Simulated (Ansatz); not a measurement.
# Lattice dynamics of (AgCl)1(AgBr)3 [001] superlattice, started as rocksalt type, part 3 of 3

Wanted: phonon frequencies of (AgCl)1(AgBr)3 [001] superlattice, started as rocksalt type and what follows from them.

Ansatz 0.2.0; DFT PBEsol, scalar-relativistic, plane waves, PAW.

So far. Step 3 (Relaxing to small forces for the phonons): The largest force component left is 0.42 meV/Å and the pressure is -0.002 GPa, within the tolerances set. The cell now holds 22.23 Å³/atom. The relaxed cell has a = 3.984, c = 11.204 Å (conventional setting).

The structure was built from a prototype and need not be the compound's stable phase.

### 4. Modes at Γ (continued)

Activity x (w_L - w)^4 (n + 1)/w, 532 nm, 300 K; the tensors are static ones, while 532 nm light lies above the computed direct gap, where resonance would change the heights; modes without the macroscopic field alone. Raman lines, with heights relative to the strongest:

```
position (cm⁻¹)  lines merged  relative intensity
             22             2                 100
             29             1                 0.0
             46             1                 0.0
             77             1                 8.3
             81             1                 0.0
             86             1                 0.0
             93             1                 0.0
            104             1                 0.0
            107             1                  19
            114             1                  45
            118             1                 0.0
            130             1                 0.0
            169             1                 0.0
```

Before it was imposed, the acoustic sum rule was missed by 5.9e-5 eV/Å² and the charge sum rule by 0.037 e. The charge miss is large and points to the mesh or the basis. The lowest optical mode is real, 22.0 cm⁻¹.

The log warns of the k mesh: “the force constants stand on the 8×8×4 k-mesh, whose period is 13.88 times the interband length at k = (0.0000, 0.0000, 0.0000), direct gap 2.225 eV, under 14: take them and everything formed from them as unconverged”.

### 5. Another isotope, element Ag, natural mass 107.868 amu

An isotope changes the mass and not the force constants, so no new electronic calculation is needed; the shifts show which modes move this element.

The same force constants with the mass of Ag changed from 107.868 to 108.905 u (phonopy, no LO-TO term). Both lists are sorted by frequency; levels can cross, so a row need not hold one and the same mode. Modes under 3 cm⁻¹ are left out. Isotope shifts, by row:

```
    q  rank  natural mass (cm⁻¹)  changed mass (cm⁻¹)
0 0 0     4                   22                21.92
0 0 0     5                   22                21.92
0 0 0     6                22.17                 22.1
0 0 0     7                22.17                 22.1
0 0 0     8                28.77                28.67
0 0 0     9                28.77                28.67
0 0 0    10                45.94                45.76
0 0 0    11                76.92                76.56
0 0 0    12                81.11                 80.8
0 0 0    13                86.52                 86.4
0 0 0    14                86.52                 86.4
0 0 0    15                92.77                92.59
0 0 0    16                104.4                104.3
0 0 0    17                104.4                104.3
0 0 0    18                  107                106.8
0 0 0    19                  107                106.8
0 0 0    20                114.5                114.5
0 0 0    21                  118                117.8
0 0 0    22                  118                117.8
0 0 0    23                129.7                129.6
0 0 0    24                168.8                168.7
```

A mode of this element alone would shift by -0.48 %. The highest zone-centre frequency without the field goes from 168.8 to 168.7 cm⁻¹ (-0.0 %). The product of the frequency ratios over all optical modes at Γ is 0.953; the product rule, (m/m′)^(3k/2) (M′/M)^(3/2) with k = 4 such atoms and M the mass of the cell, gives 0.953.

### 6. Another isotope, element Br, natural mass 79.904 amu

The same for Br, from 79.90 to 80.92 u.

A mode of this element alone would shift by -0.63 %. The highest zone-centre frequency without the field goes from 168.8 to 168.7 cm⁻¹ (-0.1 %). The product of the frequency ratios over all optical modes at Γ is 0.952; the product rule, (m/m′)^(3k/2) (M′/M)^(3/2) with k = 3 such atoms and M the mass of the cell, gives 0.951.

### 7. Another isotope, element Cl, natural mass 35.45 amu

The same for Cl, from 35.45 to 36.97 u.

The same force constants with the mass of Cl changed from 35.450 to 36.966 u (phonopy, no LO-TO term). Both lists are sorted by frequency; levels can cross, so a row need not hold one and the same mode. Modes under 3 cm⁻¹ are left out. Isotope shifts, by row:

```
    q  rank  natural mass (cm⁻¹)  changed mass (cm⁻¹)
0 0 0     4                   22                21.97
0 0 0     5                   22                21.97
0 0 0     6                22.17                22.17
0 0 0     7                22.17                22.17
0 0 0     8                28.77                28.77
0 0 0     9                28.77                28.77
0 0 0    10                45.94                45.93
0 0 0    11                76.92                76.92
0 0 0    12                81.11                81.07
0 0 0    13                86.52                85.62
0 0 0    14                86.52                85.62
0 0 0    15                92.77                92.77
0 0 0    16                104.4                  104
0 0 0    17                104.4                  104
0 0 0    18                  107                  107
0 0 0    19                  107                  107
0 0 0    20                114.5                114.5
0 0 0    21                  118                117.5
0 0 0    22                  118                117.5
0 0 0    23                129.7                129.4
0 0 0    24                168.8                166.1
```

A mode of this element alone would shift by -2.07 %. The highest zone-centre frequency without the field goes from 168.8 to 166.1 cm⁻¹ (-1.6 %). The product of the frequency ratios over all optical modes at Γ is 0.943; the product rule, (m/m′)^(3k/2) (M′/M)^(3/2) with k = 1 such atoms and M the mass of the cell, gives 0.942.

### 8. Results

```
space group after relaxation (within 0.01 Å)            : P4/mmm
volume per atom                                         : 22.2 Å³
gap on the k-mesh                                       : 0.460 eV
highest optical mode at the zone centre (no LO-TO term) : 169 cm⁻¹
top of the zone-centre spectrum with the field          : 177 cm⁻¹
lowest optical zone-centre mode                         : 22.0 cm⁻¹
mean high-frequency dielectric constant                 : 6.29
mean static dielectric constant                         : 14.6
largest Born charge (third of the trace)                : -1.60 e
imaginary modes at Γ (the only wavevector solved)       : none
```

What this shows: The structure is stable against zone-centre distortions, since no mode there is imaginary; other wavevectors were not solved, so zone-boundary instabilities are untested. Without the field, the optical modes at Γ span 22 to 169 cm⁻¹. No dispersion was computed. The highest mode in this list at Γ, 168.8 cm⁻¹, is mostly motion of Cl (79 % of the kinetic energy). With the macroscopic field of the longitudinal modes the top of the zone-centre spectrum lies at 177 cm⁻¹, against 169 cm⁻¹ without it. Lattice motion raises the mean dielectric constant from 6.286 to 14.64. The strongest infrared line is at 86 cm⁻¹. Averaged over orientations, the strongest Raman line at 532 nm and 300 K is at 22 cm⁻¹. The tensors are the static, non-resonant ones, while 532 nm light (2.33 eV) lies above the computed gap. With the field response the log warns that the k mesh is coarse for the force constants too, so the frequencies may not be converged. The starting cell was built on a prototype and not taken from a measurement, so the phase need not exist. These are harmonic frequencies at zero temperature: anharmonic shifts, linewidths and thermal expansion are left out.

[Logs are printed without paths, hosts, clocks, repeated set-up lines and the standing remarks that a program may print on its own settings, such as how far it seeks lower states.]

[Hosts, paths, dates, database ids (printed as entryN), source tags and the programs' standing remarks are cut or masked in the printed files.]
